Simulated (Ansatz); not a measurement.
# The perfect Pt wire along [110], 8 atoms a period

Wanted: the relaxed geometry and the bands of the Pt wire along [110], 8 atoms a period.

Method: DFT PBE, plane waves, PAW; relaxation of a wire's period; PAW set soft_1, in the first sound run; inputs show where later runs differ, in Ansatz 0.2.0.

## (1) Starting point

The cell holds 8 atoms: 8 Pt. Cell: a = 10.770 Å, b = 12.414 Å, c = 2.807 Å, α = 90.0°, β = 90.0°, γ = 90.0°. Vacuum lies along a and b. The structure's axis is c.

## (2) Relaxation of atoms and period

Band widths follow the bond lengths, so the wire is relaxed first. The atoms and the third cell vector are free; the box across stays fixed as vacuum. A Fermi-Dirac smearing is set since the result may be a metal. The pressure printed is a third of the stress's trace over the whole box, vacuum included; only the stress along the axis is relaxed.

Input file input.yaml:

```yaml
crystal:
  lattice:
    - [10.77, 0.0, 0.0]
    - [0.0, 12.414, 0.0]
    - [0.0, 0.0, 2.8072139213]
  atoms:
    - { symbol: Pt, position: [0.315691736, 0.72615014, 0.0] }
    - { symbol: Pt, position: [0.315691736, 0.500017232, 0.0] }
    - { symbol: Pt, position: [0.684308264, 0.72615014, 0.0] }
    - { symbol: Pt, position: [0.684308264, 0.500017232, 0.0] }
    - { symbol: Pt, position: [0.5, 0.386950778, 0.5] }
    - { symbol: Pt, position: [0.5, 0.613083686, 0.5] }
    - { symbol: Pt, position: [0.315691736, 0.273884324, 0.0] }
    - { symbol: Pt, position: [0.684308264, 0.273884324, 0.0] }
kpoints:
  mp_grid: { grid: [1, 1, 29] }
scf:
  occupations: { method: fermi_dirac, width: 0.05 }
hamiltonian:
  xc: pbe
  pseudopotentials: { kind: paw, azcp: { folder: soft_1 } }
relax:
  cell: { fix: [a, b, alpha, beta, gamma] }
  max_steps: 45
  f_tol: 0.03
```

Started as:

```console
> ansatz run input.yaml --threads 4 --pin off --max-ram 16384MiB --backend cpu --events-out ev --progress --plain --runs-dir out
```

Numbers of over 12 decimals in the logs are rounded to 6 here.

Output:

```text
Engine: ansatz 0.2.0, aarch64-unknown-linux-gnu
Pseudopotentials: kind: paw
Pseudopotential: Pt, paw, valence charge 18, recommended cutoff 420 eV (normal), soft_1/Pt.paw.azcp
Functional definition: PBE
  parameter kappa = 0.804
  parameter beta = 0.066725
  exchange = pbe_x(kappa = kappa, mu = beta*pi^2/3)
  correlation = pbe_c(beta = beta)
Crystal: 8 atoms, lattice volume = 375.321 Å³
Basis set: ecut = 420 eV, 7351 PW (Γ), exchange–correlation on 144×180×40 points (8 copies of the dense FFT grid, shifted against one another)
Bands: 87, of which v1, the nominal top of the filled ones, is band 72 counted from 1 (71 counted from 0)
Symmetry: 8 space group operations
Space group: Pmmm (ITA 47), of the structure as read, at distance tolerance 7.2e-5 Å
k-points: 15 of 29
Non-local potential: Pt, projectors of the file, l = 0: 3, l = 1: 2, l = 2: 2, l = 3: 1
PAW form: soft (Blöchl's): semilocal exchange-correlation on the pseudo side does not see the compensation charge
PAW one-centre angular grid: Pt, 590 points (default); XC on 64 Gauss nodes
Initial density: superposition of atomic densities (neutral atoms: chi_scale 0, normalization atom)
Initial wavefunctions: pseudopotential atomic-orbital guess
Functional: x = pbe(κ = 0.804, μ = 0.219515), c = pbe(β = 0.066725)
SCF iter   1: F=—  HF=-100190.896554 eV  |F-HF|=—  |Δ(HF+E_count)|=         —  Δρ=4.99e-2  dr2=1.09e1  ethr=3.10e-3  ⟨swp⟩=6.1  Hψ=4739  notcnv=0  defer=11
preconditioner: auto → LDOS  [metal: Δε(μ)=0.017 eV  Ē_g=5.611 eV  σ=0.050 eV  W_gap=0.08  n_scr=64 (ndim 8)  ℏωp=17.1 eV  f_vac=0.516  D(μ)=14.30/eV (n_scr^D=116)  β→1.0]
SCF iter   2: F=—  HF=-100190.730982 eV  |F-HF|=—  |Δ(HF+E_count)|=   1.66e-1  Δρ=3.83e-2  dr2=9.71e0  ethr=3.10e-3  ⟨swp⟩=3.0  Hψ=3492  notcnv=0  defer=54
SCF iter   3: F=—  HF=-100188.452788 eV  |F-HF|=—  |Δ(HF+E_count)|=    2.28e0  Δρ=1.24e-2  dr2=1.29e0  ethr=3.10e-3  ⟨swp⟩=2.1  Hψ=2628  notcnv=0  defer=67
SCF iter   4: F=—  HF=-100188.364818 eV  |F-HF|=—  |Δ(HF+E_count)|=   8.80e-2  Δρ=4.33e-3  dr2=2.75e-1  ethr=8.95e-4  ⟨swp⟩=2.5  Hψ=2176  notcnv=0  defer=61
SCF iter   5: F=—  HF=-100188.344599 eV  |F-HF|=—  |Δ(HF+E_count)|=   2.02e-2  Δρ=2.11e-3  dr2=3.05e-2  ethr=1.91e-4  ⟨swp⟩=2.5  Hψ=1767  notcnv=0  defer=61
SCF iter   6: F=—  HF=-100188.343161 eV  |F-HF|=—  |Δ(HF+E_count)|=   1.44e-3  Δρ=7.36e-4  dr2=5.00e-3  ethr=2.12e-5  ⟨swp⟩=2.0  Hψ=1554  notcnv=0  defer=61
SCF iter   7: F=—  HF=-100188.343072 eV  |F-HF|=—  |Δ(HF+E_count)|=   8.99e-5  Δρ=4.87e-4  dr2=2.05e-3  ethr=3.47e-6  ⟨swp⟩=1.9  Hψ=1607  notcnv=0  defer=61
SCF iter   8: F=—  HF=-100188.343032 eV  |F-HF|=—  |Δ(HF+E_count)|=   3.91e-5  Δρ=1.98e-4  dr2=4.76e-4  ethr=1.42e-6  ⟨swp⟩=1.7  Hψ=1317  notcnv=0  defer=61
SCF iter   9: F=—  HF=-100188.343004 eV  |F-HF|=—  |Δ(HF+E_count)|=   2.87e-5  Δρ=7.22e-5  dr2=2.81e-5  ethr=3.31e-7  ⟨swp⟩=1.7  Hψ=1407  notcnv=0  defer=61
SCF iter  10: F=—  HF=-100188.343324 eV  |F-HF|=—  |Δ(HF+E_count)|=   3.20e-4  Δρ=1.79e-5  dr2=2.19e-6  ethr=1.95e-8  ⟨swp⟩=2.1  Hψ=1872  notcnv=0  defer=61
SCF iter  11: F=—  HF=-100188.343324 eV  |F-HF|=—  |Δ(HF+E_count)|=   3.78e-7  Δρ=9.25e-6  dr2=5.52e-7  ethr=1.52e-9  ⟨swp⟩=2.0  Hψ=1858  notcnv=0  defer=61
SCF iter  12: F=—  HF=-100188.343324 eV  |F-HF|=—  |Δ(HF+E_count)|=   1.95e-8  Δρ=4.26e-6  dr2=1.67e-7  ethr=3.83e-10  ⟨swp⟩=2.0  Hψ=1854  notcnv=0  defer=61
SCF iter  13: F=-100188.343324 eV  HF=-100188.343324 eV  |F-HF|=1.18e-8  |Δ(HF+E_count)|=   3.02e-8  Δρ=1.75e-6  dr2=2.10e-8  ethr=6.94e-11  ⟨swp⟩=5.0  Hψ=4342  notcnv=0
SCF 1 converged in 13 iterations: F = -100188.343324 eV  dr2 = 2.10e-8
  greatest PAW one-centre occupation: 1.000 electrons in one spin orbital (limit 2), on the Pt atom at site 5 (counted from 0), in its partial waves of l = 0
relax step   1: F+E_penalty+E_count = -100188.34332443 eV  Δ(F+E_penalty+E_count) = +0.000e0 eV  max|allowed force component| = 1.640e0 eV/Å  Δτ_max = 0.0000 Å  P = -6.083 GPa  Ω = 375.321 Å³  fix = [a, b, alpha, beta, gamma]  reactions: a -3.243, b -6.055 GPa  (13 SCF iters, dr2 threshold 1.00e-7 eV, accepted)
Crystal: 8 atoms, lattice volume = 357.886 Å³
Basis set: ecut = 420 eV, 7047 PW (Γ), exchange–correlation on 144×180×40 points (8 copies of the dense FFT grid, shifted against one another)
Initial density: handed on by an earlier stage of this run
Initial wavefunctions: those handed on with the density
iter 1 solved again at ethr=1.04e-3 eV; its pass at ethr=3.10e-3 eV (dr2=1.49e0 eV) is discarded
SCF iter   1: F=—  HF=-100189.824025 eV  |F-HF|=—  |Δ(HF+E_count)|=         —  Δρ=1.85e-2  dr2=1.50e0  ethr=1.04e-3  ⟨swp⟩=2.2  Hψ=6349  notcnv=0
preconditioner: auto → LDOS  [metal: Δε(μ)=0.028 eV  Ē_g=6.416 eV  σ=0.050 eV  W_gap=0.13  n_scr=60 (ndim 8)  ℏωp=17.6 eV  f_vac=0.540  D(μ)=14.42/eV (n_scr^D=120)  β→1.0]
SCF iter   2: F=—  HF=-100189.720222 eV  |F-HF|=—  |Δ(HF+E_count)|=   1.04e-1  Δρ=6.55e-3  dr2=2.89e-1  ethr=1.04e-3  ⟨swp⟩=2.1  Hψ=2008  notcnv=0
SCF iter   3: F=—  HF=-100189.692909 eV  |F-HF|=—  |Δ(HF+E_count)|=   2.73e-2  Δρ=3.46e-3  dr2=9.36e-2  ethr=2.01e-4  ⟨swp⟩=2.2  Hψ=2118  notcnv=0  defer=7
SCF iter   4: F=—  HF=-100189.682987 eV  |F-HF|=—  |Δ(HF+E_count)|=   9.92e-3  Δρ=1.16e-3  dr2=2.37e-2  ethr=6.50e-5  ⟨swp⟩=2.0  Hψ=2160  notcnv=0  defer=58
SCF iter   5: F=—  HF=-100189.681057 eV  |F-HF|=—  |Δ(HF+E_count)|=   1.93e-3  Δρ=7.00e-4  dr2=2.45e-3  ethr=1.64e-5  ⟨swp⟩=2.0  Hψ=1966  notcnv=0  defer=63
SCF iter   6: F=—  HF=-100189.680726 eV  |F-HF|=—  |Δ(HF+E_count)|=   3.31e-4  Δρ=1.42e-4  dr2=1.39e-4  ethr=1.70e-6  ⟨swp⟩=2.1  Hψ=1886  notcnv=0  defer=63
SCF iter   7: F=—  HF=-100189.680982 eV  |F-HF|=—  |Δ(HF+E_count)|=   2.56e-4  Δρ=6.72e-5  dr2=2.46e-5  ethr=9.66e-8  ⟨swp⟩=2.8  Hψ=2012  notcnv=0  defer=63
SCF iter   8: F=—  HF=-100189.680984 eV  |F-HF|=—  |Δ(HF+E_count)|=   1.99e-6  Δρ=2.39e-5  dr2=5.45e-6  ethr=1.71e-8  ⟨swp⟩=2.0  Hψ=1798  notcnv=0  defer=63
SCF iter   9: F=-100189.680984 eV  HF=-100189.680985 eV  |F-HF|=4.69e-7  |Δ(HF+E_count)|=   9.86e-8  Δρ=1.17e-5  dr2=7.36e-7  ethr=5.56e-10  ⟨swp⟩=3.6  Hψ=5090  notcnv=0
SCF 2 converged in 9 iterations: F = -100189.680984 eV  dr2 = 7.36e-7
relax step   2: F+E_penalty+E_count = -100189.68098405 eV  Δ(F+E_penalty+E_count) = -1.338e0 eV  max|allowed force component| = 9.016e-1 eV/Å  Δτ_max = 0.1949 Å  P = +1.485 GPa  Ω = 357.886 Å³  energy of the carried Pulay correction = +2.555e-3 eV  fix = [a, b, alpha, beta, gamma]  reactions: a +3.553, b +0.878 GPa  (9 SCF iters, dr2 threshold 8.00e-7 eV, accepted)
Crystal: 8 atoms, lattice volume = 353.486 Å³
[...]
SCF 3 converged in 9 iterations: F = -100189.996677 eV  dr2 = 3.76e-7
relax step   3: F+E_penalty+E_count = -100189.99667716 eV  Δ(F+E_penalty+E_count) = -3.157e-1 eV  max|allowed force component| = 2.194e-1 eV/Å  Δτ_max = 0.1868 Å  P = -0.707 GPa  Ω = 353.486 Å³  energy of the carried Pulay correction = +3.219e-3 eV  fix = [a, b, alpha, beta, gamma]  reactions: a -0.160, b -1.066 GPa  (9 SCF iters, dr2 threshold 8.00e-7 eV, accepted)
[...]
relax step   4: F+E_penalty+E_count = -100190.01463786 eV  Δ(F+E_penalty+E_count) = -1.796e-2 eV  max|allowed force component| = 4.210e-2 eV/Å  Δτ_max = 0.0521 Å  P = +0.244 GPa  Ω = 350.509 Å³  energy of the carried Pulay correction = +3.673e-3 eV  fix = [a, b, alpha, beta, gamma]  reactions: a -0.052, b +0.186 GPa  (9 SCF iters, dr2 threshold 8.00e-7 eV, accepted)
[...]
relax step   5: F+E_penalty+E_count = -100190.01342928 eV  Δ(F+E_penalty+E_count) = +1.209e-3 eV  max|allowed force component| = 1.338e-1 eV/Å  Δτ_max = 0.0520 Å  P = -0.035 GPa  Ω = 350.863 Å³  energy of the carried Pulay correction = +3.619e-3 eV  fix = [a, b, alpha, beta, gamma]  (7 SCF iters, dr2 threshold 8.00e-7 eV, rejected (line search))
[...]
relax step   6: F+E_penalty+E_count = -100190.01944063 eV  Δ(F+E_penalty+E_count) = -4.803e-3 eV  max|allowed force component| = 3.845e-2 eV/Å  Δτ_max = 0.0253 Å  P = -0.028 GPa  Ω = 351.807 Å³  energy of the carried Pulay correction = +3.475e-3 eV  fix = [a, b, alpha, beta, gamma]  reactions: a -0.045, b -0.064 GPa  (13 SCF iters, accepted)
[...]
relax step   7: F+E_penalty+E_count = -100190.01987344 eV  Δ(F+E_penalty+E_count) = -4.328e-4 eV  max|allowed force component| = 2.313e-2 eV/Å  Δτ_max = 0.0334 Å  P = +0.034 GPa  Ω = 351.788 Å³  energy of the carried Pulay correction = +3.478e-3 eV  fix = [a, b, alpha, beta, gamma]  reactions: a +0.044, b -0.088 GPa  (9 SCF iters, dr2 threshold 9.24e-8 eV, accepted)
[...]
relax step   8: F+E_penalty+E_count = -100190.02019988 eV  Δ(F+E_penalty+E_count) = -3.264e-4 eV  max|allowed force component| = 1.965e-3 eV/Å  Δτ_max = 0.0089 Å  P = -0.003 GPa  Ω = 352.034 Å³  energy of the carried Pulay correction = +3.440e-3 eV  fix = [a, b, alpha, beta, gamma]  reactions: a +0.012, b -0.029 GPa  (7 SCF iters, dr2 threshold 5.39e-8 eV, accepted)
Basis set: ecut = 420 eV, 6943 PW (Γ), exchange–correlation on 144×180×36 points (8 copies of the dense FFT grid, shifted against one another)
Initial wavefunctions: pseudopotential atomic-orbital guess (no wavefunctions were taken with the density)
iter 1 solved again at ethr=1.05e-6 eV; its pass at ethr=3.10e-3 eV (dr2=1.51e-3 eV) is discarded
SCF iter   1: F=—  HF=-100190.014325 eV  |F-HF|=—  |Δ(HF+E_count)|=         —  Δρ=1.53e-4  dr2=1.38e-5  ethr=1.05e-6  ⟨swp⟩=3.9  Hψ=9007  notcnv=0
preconditioner: auto → LDOS  [metal: Δε(μ)=0.013 eV  Ē_g=6.413 eV  σ=0.050 eV  W_gap=0.07  n_scr=60 (ndim 8)  ℏωp=17.7 eV  f_vac=0.529  D(μ)=15.96/eV (n_scr^D=140)  β→1.0]
SCF iter   2: F=—  HF=-100190.014259 eV  |F-HF|=—  |Δ(HF+E_count)|=   6.59e-5  Δρ=3.96e-5  dr2=3.30e-6  ethr=9.59e-9  ⟨swp⟩=2.3  Hψ=2551  notcnv=0
SCF iter   3: F=—  HF=-100190.014948 eV  |F-HF|=—  |Δ(HF+E_count)|=   6.89e-4  Δρ=1.39e-5  dr2=7.03e-7  ethr=2.29e-9  ⟨swp⟩=2.0  Hψ=2395  notcnv=0
SCF iter   4: F=—  HF=-100190.014948 eV  |F-HF|=—  |Δ(HF+E_count)|=   1.78e-7  Δρ=3.54e-6  dr2=5.94e-8  ethr=4.88e-10  ⟨swp⟩=3.3  Hψ=2638  notcnv=0
SCF iter   5: F=—  HF=-100190.014948 eV  |F-HF|=—  |Δ(HF+E_count)|=   1.07e-8  Δρ=1.23e-6  dr2=9.25e-9  ethr=4.13e-11  ⟨swp⟩=2.3  Hψ=2164  notcnv=0
SCF iter   6: F=—  HF=-100190.014948 eV  |F-HF|=—  |Δ(HF+E_count)|=  1.60e-10  Δρ=6.48e-7  dr2=3.92e-9  ethr=6.43e-12  ⟨swp⟩=2.0  Hψ=1877  notcnv=0
SCF iter   7: F=—  HF=-100190.014948 eV  |F-HF|=—  |Δ(HF+E_count)|=  3.06e-10  Δρ=3.95e-7  dr2=1.24e-9  ethr=2.72e-12  ⟨swp⟩=2.1  Hψ=1819  notcnv=0
SCF iter   8: F=—  HF=-100190.014948 eV  |F-HF|=—  |Δ(HF+E_count)|=  4.37e-11  Δρ=1.29e-7  dr2=1.34e-10  ethr=1.00e-12  ⟨swp⟩=1.4  Hψ=1311  notcnv=0
SCF iter   9: F=-100190.014948 eV  HF=-100190.014948 eV  |F-HF|=1.46e-11  |Δ(HF+E_count)|=    0.00e0  Δρ=3.53e-8  dr2=8.20e-12  ethr=1.00e-12  ⟨swp⟩=4.9  Hψ=4289  notcnv=0
SCF 9 converged in 9 iterations: F = -100190.014948 eV  dr2 = 8.20e-12
relax step   9: F+E_penalty+E_count = -100190.01494780 eV  Δ(F+E_penalty+E_count) = +5.252e-3 eV  max|allowed force component| = 2.148e-3 eV/Å  Δτ_max = 0.0000 Å  P = +0.009 GPa  Ω = 352.034 Å³  fix = [a, b, alpha, beta, gamma]  reactions: a +0.020, b -0.020 GPa  stress off target by 2.77e-2 GPa on what of the cell is left free  SCF on the basis re-selected at this cell (its energy is not comparable with the rows above)  (9 SCF iters)
basis re-selected at this cell: Δ(F+E_penalty+E_count) = +5.252e-3 eV, ΔP = +0.012 GPa vs the last step (what re-selecting the basis moved, of the pressure what is left beyond the Pulay correction that the steps carried, after the strain that the cell walked since its last selection, with what the two solves' SCF thresholds leave and, on support functions, any second-order correction that the steps lacked; it is no measure of the basis error at this ecutwfc). The dense FFT grid was sized anew with the basis: this SCF ran on 72×90×18 points, the steps before it on 72×90×20, so part of this shift can come from that change (see relax.cell in the input reference). [rest of the remark cut]
SCF converged after 9 iterations
Free energy (F): -100190.014948 eV
Harris-Foulkes:  -100190.014948 eV  (|F-HF|=1.46e-11)
Internal energy: -100189.888449 eV  (E = F + TS)
E sigma→0 (E₀):  -100189.951698 eV
Entropy (-TS):   -0.126499 eV (-15.812 meV/atom)
Fermi energy:    4.512501 eV
--- Per-component energies (eV) ---
  E_band       = -3652.600987
  E_kinetic    = 4773.282313
  E_local      = -63552.731701  (includes V_loc(G=0)·N_el)
  E_nonlocal   = 1634.978870
  E_hartree    = 29098.312636
  E_xc         = -1849.082750
  E_vxc        = -2157.089619  (∫ρ·V_xc dr)
  E_paw        = -75874.337614  (= ΣΔE_a)
  E_vpaw       = -2547.675534  (= ΣTr[D̂ρ^β])
  E_aug_tail   = 0.008838  (compensation charges beyond the density's cutoff)
  E_ewald      = 5579.680959
  E_smearing   = -0.126499  (= −TS)
  E_closure    = 0.000000  (closes the sum)
  Σ components = -100190.014948   (vs F -100190.014948, Δ=0.00e0)
--- Forces (eV/Å), atoms counted from 1 ---
  atom   1  Pt    -0.00138922    -0.00053322    -0.00000000
  atom   2  Pt    -0.00078848     0.00000000    -0.00000000
  atom   3  Pt     0.00138922    -0.00053322     0.00000000
  atom   4  Pt     0.00078848    -0.00000000     0.00000000
  atom   5  Pt     0.00000000     0.00214792     0.00000000
  atom   6  Pt    -0.00000000    -0.00214792    -0.00000000
  atom   7  Pt    -0.00138922     0.00053322    -0.00000000
  atom   8  Pt     0.00138922     0.00053322     0.00000000
  max |Σ_I F_I| component: 3.25e-19 eV/Å
--- Stress (GPa, compression-positive) ---
        0.019683      -0.000000       0.000000
       -0.000000      -0.020062      -0.000000
        0.000000      -0.000000       0.027687
  P = ⅓ Tr σ = 0.0091 GPa (0.091 kbar)
--- Relaxed structure (8 steps of the walk, 7 accepted, 1 SCFs on fresh bases) ---
  F+E_penalty+E_count = -100190.01494780 eV   max|allowed force component| = 2.148e-3 eV/Å   (the final SCF, on the basis selected at the relaxed cell)
  cell:  # Å, volume = 352.0343 Å³
    - [10.77, 0, 0]
    - [0, 12.414, 0]
    - [0, 0, 2.633041]
  atoms:
    - { symbol: Pt, position: [0.299216, 0.706807, 0] }
    - { symbol: Pt, position: [0.327644, 0.500017232, 0] }
    - { symbol: Pt, position: [0.700784, 0.706807, 0] }
    - { symbol: Pt, position: [0.672356, 0.500017232, 0] }
    - { symbol: Pt, position: [0.500000, 0.368400, 0.500000] }
    - { symbol: Pt, position: [0.500000, 0.631635, 0.500000] }
    - { symbol: Pt, position: [0.299216, 0.293227, 0] }
    - { symbol: Pt, position: [0.700784, 0.293227, 0] }
```

It took 74 s on 4 threads of Arm Neoverse V2, shared host; peak memory 1.1 GiB; 4.8 min of CPU time.

(Part 1 of 2 ends here.)

[Logs are printed without paths, hosts, clocks, repeated set-up lines and the standing remarks that a program may print on its own settings, such as how far it seeks lower states.]

[Hosts, paths, dates, database ids (printed as entryN), source tags and the programs' standing remarks are cut or masked in the printed files.]
